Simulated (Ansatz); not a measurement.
**SrTiO3, cubic perovskite: band edges under a change of volume**

How fast do the gaps move when the cell is scaled evenly? The symmetry of the cell is held, so distortions that would lower it, which this phase may prefer, aren't tested.

Calculated with Ansatz 0.2.0, PBEsol, PAW files of the set soft_1, cutoff 600 eV, Fermi–Dirac smearing 0.02 eV, k-mesh 7×7×7, no spin polarisation, no spin-orbit coupling.

Reference cell, relaxed at zero pressure with PBEsol (Pm-3m): a = 3.8914 Å, b = 3.8914 Å, c = 3.8914 Å, α = 90.00°, β = 90.00°, γ = 90.00°.

```csv
atom,x,y,z
Sr,0.0000,0.0000,0.0000
Ti,0.5000,0.5000,0.5000
O,0.5000,0.5000,0.0000
O,0.5000,0.0000,0.5000
O,0.0000,0.5000,0.5000
```

Levels are read on the k-mesh and along lines from Γ to X = (0, 0.5, 0), M = (0.5, 0.5, 0) and R = (0.5, 0.5, 0.5) in the reciprocal basis of this cell (the letters only name these points), and count from the highest filled level.

| ln(V/V0) | gap (eV) | direct gap at Γ (eV) |
| --- | --- | --- |
| −0.0619 | 1.963 | 2.247 |
| −0.0408 | 1.928 | 2.231 |
| −0.0202 | 1.892 | 2.212 |
| 0.0000 | 1.856 | 2.191 |
| 0.0392 | 1.785 | 2.144 |
| 0.0583 | 1.749 | 2.118 |

**Question.** Fit the direct gap at Γ and give it at ln(V/V0) = 0.0198, a row left out above.

A straight line through the 6 rows: the means are −0.004233 for ln(V/V0) and 2.1905 for the level, Σ(Δx)² = 0.01073 and ΣΔxΔy = −0.01163, so the slope is −0.01163/0.01073 = −1.084 and the intercept 2.1905 − (−1.084)(−0.004233) = 2.1859.

The slope is the volume deformation potential of this gap, −1.08 eV, as a mean over the range. The line gives 2.164 eV. The run itself gives 2.168 eV, so the estimate misses by 0.004 eV; the fitted rows themselves lie up to 0.006 eV off the law.

The rows curve: the slope runs from −0.76 between the first two to −1.36 eV between the last two, so the line is a mean over the range.

The gap lies below the direct one at Γ in every row. Semilocal functionals give gaps that are too small, and the error differs from valley to valley, so the order of close valleys can be wrong too.

[Logs are printed without paths, hosts, clocks, repeated set-up lines and the standing remarks that a program may print on its own settings, such as how far it seeks lower states.]
